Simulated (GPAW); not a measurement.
# CdS (Hawleyite): G0W0 with GPAW, start to end

Aim: the G0W0 gap of CdS (Hawleyite) on LDA, step by step.

Calculated with GPAW 26.7.0; LDA and many-body steps on it, plane waves.

**What was measured.**

- Gap 2.42 eV: optical gap from inflexion point of photoacoustic spectrum, as-grown film; photoacoustic spectroscopy; film (as-grown chemical bath deposited film, about 0.25 um thick, deposited at 80 C) (“Study of the band--gap shift in CdS films: Influence of thermal annealing in different atmospheres”, 1995, arxiv:cond-mat/9501125).

The raw output is cut from this account; settings, times and results stay.

### Step 1. The structure

It takes space group F-43m (No. 216, cubic). Conventional cell: a = 5.833 Å, b = 5.833 Å, c = 5.833 Å, α = 90.00°, β = 90.00°, γ = 90.00°. Cd has 4 S at 2.53 Å nearest. Nearest to S lie 4 Cd at 2.53 Å. Farther neighbours, and contacts between anions beyond the nearest, are not listed.

As a file:

```cif
data_structure
_symmetry_space_group_name_H-M 'F-43m'
_symmetry_Int_Tables_number 216
_cell_length_a 5.8330
_cell_length_b 5.8330
_cell_length_c 5.8330
_cell_angle_alpha 90.000
_cell_angle_beta 90.000
_cell_angle_gamma 90.000
_cell_volume 198.46
loop_
_atom_site_label
_atom_site_type_symbol
_atom_site_symmetry_multiplicity
_atom_site_Wyckoff_symbol
_atom_site_fract_x
_atom_site_fract_y
_atom_site_fract_z
_atom_site_occupancy
Cd1 Cd 4 a 0.00000 0.00000 0.00000 1
S1 S 4 d 0.25000 0.25000 0.75000 1
```

The cell and positions come from the Crystallography Open Database and are kept as given unless a step says otherwise.

### Step 2. Ground state

This step: GPAW 26.7.0; DFT, LDA, plane waves, PAW.

The ground-state density comes first.

Contents of run.py:

```python
import json
import numpy as np
from gpaw.mpi import world
from ase import Atoms
from gpaw import GPAW, PW, FermiDirac

atoms = Atoms(['Cd', 'S'],
    cell=[[0.0000000000, 2.9165000000, 2.9165000000],
      [2.9165000000, 0.0000000000, 2.9165000000],
      [2.9165000000, 2.9165000000, 0.0000000000]],
    scaled_positions=[[0.0000000000, 0.0000000000, 0.0000000000],
      [0.2500000000, 0.2500000000, 0.2500000000]],
    pbc=(True, True, True))
calc = GPAW(mode=PW(450),
    xc='LDA',
    kpts={'size': (8, 8, 8), 'gamma': True},
    occupations=FermiDirac(0.001),
    nbands=-7,
    convergence={'density': 1e-6, 'bands': -3},
    maxiter=100,
    txt='gs.txt')
atoms.calc = calc
res = {'energy': atoms.get_potential_energy()}
kpts = calc.get_ibz_k_points()
res['kpts'] = kpts
res['eigenvalues'] = [calc.get_eigenvalues(kpt=k) for k in range(len(kpts))]
res['n_electrons'] = calc.get_number_of_electrons()
calc.write('gs.gpw')

if world.rank == 0:
    with open('result.json', 'w') as f:
        json.dump(res, f, default=lambda x: x.tolist())
```

The run is started by

```console
$ mpirun -n 4 gpaw python run.py
```

It took 3.7 s on 4 MPI ranks of Intel Xeon 6975P-C (Granite Rapids), shared host; peak memory 0.61 GiB.

Read from the output:

```
total energy               : -7.569 eV
gap                        : 0.8469 eV
k of the valence top       : 0, 0, 0
k of the conduction bottom : 0, 0, 0
least direct gap           : 0.8469 eV
```

The gap is direct, at Γ.

### Step 3. Bands along the symmetry lines

Levels along a band path, at the cheap level, show where the edges lie and whether the meshes to come will hold them.

Contents of run.py:

```python
import json
import numpy as np
from gpaw.mpi import world
from gpaw import GPAW

path = [[0.000000, 0.000000, 0.000000],
    [-0.062500, -0.062500, 0.000000],
    [-0.125000, -0.125000, 0.000000],
    [-0.187500, -0.187500, 0.000000],
    [-0.250000, -0.250000, 0.000000],
    [-0.312500, -0.312500, 0.000000],
    [-0.375000, -0.375000, 0.000000],
    [-0.437500, -0.437500, 0.000000],
    [-0.500000, -0.500000, 0.000000],
    [-0.484375, -0.484375, 0.031250],
    [-0.468750, -0.468750, 0.062500],
    [-0.453125, -0.453125, 0.093750],
    [-0.437500, -0.437500, 0.125000],
    [-0.421875, -0.421875, 0.156250],
    [-0.406250, -0.406250, 0.187500],
    [-0.390625, -0.390625, 0.218750],
    [-0.375000, -0.375000, 0.250000],
    [-0.375000, 0.000000, 0.375000],
    [-0.328125, 0.000000, 0.328125],
    [-0.281250, 0.000000, 0.281250],
    [-0.234375, 0.000000, 0.234375],
    [-0.187500, 0.000000, 0.187500],
    [-0.140625, 0.000000, 0.140625],
    [-0.093750, 0.000000, 0.093750],
    [-0.046875, 0.000000, 0.046875],
    [0.000000, 0.000000, 0.000000],
    [0.000000, 0.000000, 0.062500],
    [0.000000, 0.000000, 0.125000],
    [0.000000, 0.000000, 0.187500],
    [0.000000, 0.000000, 0.250000],
    [0.000000, 0.000000, 0.312500],
    [0.000000, 0.000000, 0.375000],
    [0.000000, 0.000000, 0.437500],
    [0.000000, 0.000000, 0.500000],
    [-0.062500, -0.031250, 0.468750],
    [-0.125000, -0.062500, 0.437500],
    [-0.187500, -0.093750, 0.406250],
    [-0.250000, -0.125000, 0.375000],
    [-0.312500, -0.156250, 0.343750],
    [-0.375000, -0.187500, 0.312500],
    [-0.437500, -0.218750, 0.281250],
    [-0.500000, -0.250000, 0.250000],
    [-0.500000, -0.281250, 0.218750],
    [-0.500000, -0.312500, 0.187500],
    [-0.500000, -0.343750, 0.156250],
    [-0.500000, -0.375000, 0.125000],
    [-0.500000, -0.406250, 0.093750],
    [-0.500000, -0.437500, 0.062500],
    [-0.500000, -0.468750, 0.031250],
    [-0.500000, -0.500000, 0.000000]]
calc = GPAW('gs.gpw').fixed_density(kpts=path,
    symmetry='off',
    nbands=19,
    convergence={'bands': 15},
    txt='bands.txt')
res = {}
kpts = calc.get_ibz_k_points()
res['kpts'] = kpts
res['eigenvalues'] = [calc.get_eigenvalues(kpt=k) for k in range(len(kpts))]
res['n_electrons'] = calc.get_number_of_electrons()

if world.rank == 0:
    with open('result.json', 'w') as f:
        json.dump(res, f, default=lambda x: x.tolist())
```

The run is started by

```console
$ mpirun -n 4 gpaw python run.py
```

Run time: 4.5 s. Hardware: 4 MPI ranks; peak memory 0.68 GiB.

Numbers from this step:

| Property | Result |
| --- | --- |
| gap | 0.8469 eV |
| k of the valence top | 0, 0, 0 |
| k of the conduction bottom | 0, 0, 0 |
| least direct gap | 0.8469 eV |

The gap is 0.847 eV, as in the run before at this level.

The electronic bands at the labelled points (eV, zero at the top of the highest filled band):

```csv
point,band 6,band 7,band 8,band 9,band 10,band 11,band 12,band 13
Γ,-7.23,0.00,0.00,0.00,0.85,6.30,6.30,6.30
halfway,-7.19,-2.40,-1.06,-1.06,3.36,4.58,7.89,7.89
X,-6.79,-4.07,-1.94,-1.94,3.30,4.15,8.90,10.50
halfway,-6.73,-4.06,-2.22,-1.84,3.60,4.45,8.65,9.79
U,-6.65,-4.06,-2.62,-1.58,4.00,5.25,8.21,8.81
jump to K,-6.65,-4.06,-2.62,-1.58,4.00,5.25,8.21,8.81
halfway,-7.18,-2.85,-1.42,-0.44,3.37,5.86,6.52,7.05
Γ,-7.23,0.00,0.00,0.00,0.85,6.30,6.30,6.30
halfway,-7.23,-2.58,-0.41,-0.41,2.52,6.03,6.82,6.82
L,-6.85,-4.54,-0.78,-0.78,2.75,6.80,6.80,7.19
halfway,-6.73,-4.24,-2.01,-1.26,4.15,5.59,6.98,8.13
W,-6.59,-4.03,-2.36,-2.25,5.23,5.24,6.97,7.78
halfway,-6.69,-4.05,-2.16,-2.10,4.02,4.63,8.40,8.70
X,-6.79,-4.07,-1.94,-1.94,3.30,4.15,8.90,10.50
```

### Step 4. Empty states on the mesh, 6×6×6 mesh, 216 bands

The sums over transitions need many empty states on a uniform mesh; this step solves for them.

Contents of run.py:

```python
import json
import numpy as np
from gpaw.mpi import world
from gpaw import GPAW

calc = GPAW('gs.gpw').fixed_density(kpts={'size': (6, 6, 6), 'gamma': True},
    parallel={'domain': 1, 'band': 1},
    txt='nscf.txt')
calc.diagonalize_full_hamiltonian(nbands=216)
calc.write('full.gpw', mode='all')
res = {}
kpts = calc.get_ibz_k_points()
res['kpts'] = kpts
res['eigenvalues'] = [calc.get_eigenvalues(kpt=k) for k in range(len(kpts))]
res['n_electrons'] = calc.get_number_of_electrons()

if world.rank == 0:
    with open('result.json', 'w') as f:
        json.dump(res, f, default=lambda x: x.tolist())
```

The run is started by

```console
$ mpirun -n 4 gpaw python run.py
```

Elapsed: 5.9 s, on 4 MPI ranks; peak memory 1 GiB; 22 s of CPU time.

Read from the output:

* gap: 0.8469 eV
* k of the valence top: 0, 0, 0
* k of the conduction bottom: 0, 0, 0
* least direct gap: 0.8469 eV
* k points computed: 16
* lowest point of the top converged band, above the valence top: 140.3471 eV

On this mesh the gap is 0.847 eV.

### Step 5. Screening and self-energy, 6×6×6 mesh, 206 bands, screening to 150 eV

Now the one-shot GW correction: screening in the RPA, then the self-energy of the levels asked for.

This step: G0W0 on LDA, plane waves, PAW.

Contents of run.py:

```python
import json
import numpy as np
from gpaw.mpi import world
from gpaw.response.g0w0 import G0W0

gw = G0W0('full.gpw',
    filename='gw',
    kpts=[0],
    bands=(7, 11),
    ecut=150,
    nbands=206,
    integrate_gamma='WS',
    ppa=True)
gw.calculate()
res = {mode: {k: v for k, v in r.items() if k != 'sigma_eskwn'}
       for mode, r in gw.all_results.items()}

if world.rank == 0:
    with open('result.json', 'w') as f:
        json.dump(res, f, default=lambda x: x.tolist())
```

The run is started by

```console
$ mpirun -n 4 gpaw python run.py
```

Wall time 2.1 min (4 MPI ranks); peak memory 1.2 GiB.

Numbers from this step:

- G0W0 gap on the mesh: 1.904 eV
- least direct G0W0 gap on the computed points: 1.904 eV
- Z at the valence top: 0.7826
- Z at the conduction bottom: 0.8120
- starting gap on the mesh: 0.8469 eV
- k of the valence top: 0, 0, 0
- k of the conduction bottom: 0, 0, 0

The gap on the mesh goes from 0.85 eV to 1.90 eV, a correction of +1.06 eV.

Limits: finite bands, cutoff and mesh; no spin-orbit coupling. v1 is the top filled band, c1 the lowest empty one. The levels before and after the correction (eV, zero at the valence-band top of each column):

```csv
,conduction bottom,valence top
Kohn-Sham,0.85,0.00
G0W0,1.90,0.00
```

```csv
,level,energy (eV)
Kohn-Sham,Γ v2-v1,0.000
Kohn-Sham,Γ c1,0.847
Kohn-Sham,Γ c2,6.301
G0W0,Γ v2-v1,0.000
G0W0,Γ c1,1.904
G0W0,Γ c2,7.580
```

### Step 6. Where the time went

Times are wall times on 4 MPI ranks of Intel Xeon 6975P-C (Granite Rapids), shared host, good to a factor of about two.

```csv
step,time,share,memory (GiB)
ground state,3.7 s,3 %,0.61
bands along the symmetry lines,4.5 s,3 %,0.68
empty states on the mesh,5.9 s,4 %,1.0
screening and self-energy,2.1 min,90 %,1.2
```

### Step 7. Outcome

```json
{
  "LDA gap": "0.85 eV, direct",
  "G0W0 gap on the mesh": "1.90 eV",
  "GW settings": "6×6×6 mesh, 206 bands, screening to 150 eV, Godby-Needs plasmon pole",
  "known limits": "short of the basis limit; no spin-orbit coupling"
}
```

What this shows: G0W0 moves the gap on the mesh from 0.85 eV to 1.90 eV (+1.06 eV), with Z of 0.78 and 0.81 at the edges. The dearest step here is «screening and self-energy». Against experiment, by G0W0@LDA: the gap of 1.90 eV lies −0.52 eV from the measured 2.42 eV (optical, 1995). An exciton line or allowed optical edge lies below the quasiparticle gap by the binding energy; a forbidden edge can push the onset above it. The calculation has static nuclei and no excitons; a measured gap holds zero-point and thermal motion, which mostly lowers it. Against the values above the computed gap that would widen the miss. A likelier cause is the start: a gap of 0.85 eV screens too strongly, and one shot does not repair it. Bands and cutoff are finite, so the gap stands short of the basis limit, usually by up to a few tenths of an eV; the mesh is an error of its own. In this program the long-wavelength screening can come out low in d oxides and layered crystals. The many-body steps are scalar-relativistic: spin-orbit coupling is not in them.

[Long decimals in the printed logs are rounded to 6 places.]

[Logs are printed without paths, hosts, clocks, repeated set-up lines and the standing remarks that a program may print on its own settings, such as how far it seeks lower states.]

[Paths, hosts, dates, memory and timing lines, banners, echoed tables and standing remarks are left out of the program output; an Ansatz launch command may be rebuilt from the run's recorded settings. Measured values are a selection of at most five: reports struck by readers or far from the other reports are left out. None is set beside runs whose start may be inverted or whose files or cutoffs have a known fault.]

[Runs of the session that timed out or met a known fault of the program may be left out.]

[Hosts, paths, dates, database ids (printed as entryN), source tags and the programs' standing remarks are cut or masked in the printed files.]

[Where the starting crystal was built by hand or by swapping elements, it need not be the compound's stable phase.]
